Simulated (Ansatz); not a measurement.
# YbCuBi: which shell does photoemission see at 21.2 and 250 eV? (LDA)

The valence band of YbCuBi mixes several shells. Work out by hand which one leads the spectrum's area at each photon energy.

Filled states come from the projected DOS of Ansatz 0.2.0 (LDA+U, plane waves); cross sections σ and asymmetry parameters β are those of free atoms in a Dirac–Hartree–Slater calculation. A shell's area is states × σ × angular factor, which is 1 + β·P₂(cos θ) for linear light, with θ = 0° from the polarisation and P₂ = 1.000.

**At 21.2 eV** (states counted from 11.2 eV below the zero; other shells add 2.4 to the products' sum of 63.3):

| shell | filled states a cell | cross section (Mb an electron) | β | angular factor | product | share by hand (%) | share in the simulated spectrum (%) |
| --- | --- | --- | --- | --- | --- | --- | --- |
| Bi 6p | 7.39 | 1.42 | 1.89 | 2.89 | 30.3 | 48 | 48 |
| Yb 5d | 3.22 | 1.91 | 0.59 | 1.59 | 9.77 | 15 | 15 |
| Yb 4f | 27.94 | 0.111 | 1.71 | 2.71 | 8.36 | 13 | 13 |
| Cu 3d | 19.57 | 0.796 | -0.20 | 0.80 | 12.4 | 20 | 20 |

**At 250 eV** (states counted from 24.8 eV below the zero; other shells add 0.5 to the products' sum of 22.9):

```
shell  filled states a cell  cross section (Mb an electron)      β  angular factor  product  share by hand (%)  share in the simulated spectrum (%)
Bi 6p                  7.47                         0.00373   0.11            1.11    0.031                  0                                    0
Yb 5d                  3.36                         0.00213  -0.37            0.63  0.00451                  0                                    0
Yb 4f                 27.94                           0.371   0.49            1.49     15.5                 68                                   68
Cu 3d                 19.60                           0.166   1.11            2.11     6.85                 30                                   30
```

Bi 6p leads at 21.2 eV and Yb 4f at 250 eV. Between the two energies σ of Bi 6p changes by a factor 0.0026 and that of Yb 4f by 3.4, so their ratio moves 1279-fold in favour of the second. The simulated spectrum uses the same rule on the energy-resolved DOS, so the two share columns agree within a few points.

The angular factor decides the lead at one of the energies. Only crystals where the two columns agree within 4 points and the lead is clear are worked in this form. Free-atom cross sections ignore the solid's final states, no escape depth or background enters, and the count of states a shell hangs on the projection.

[Logs are printed without paths, hosts, clocks, repeated set-up lines and the standing remarks that a program may print on its own settings, such as how far it seeks lower states.]
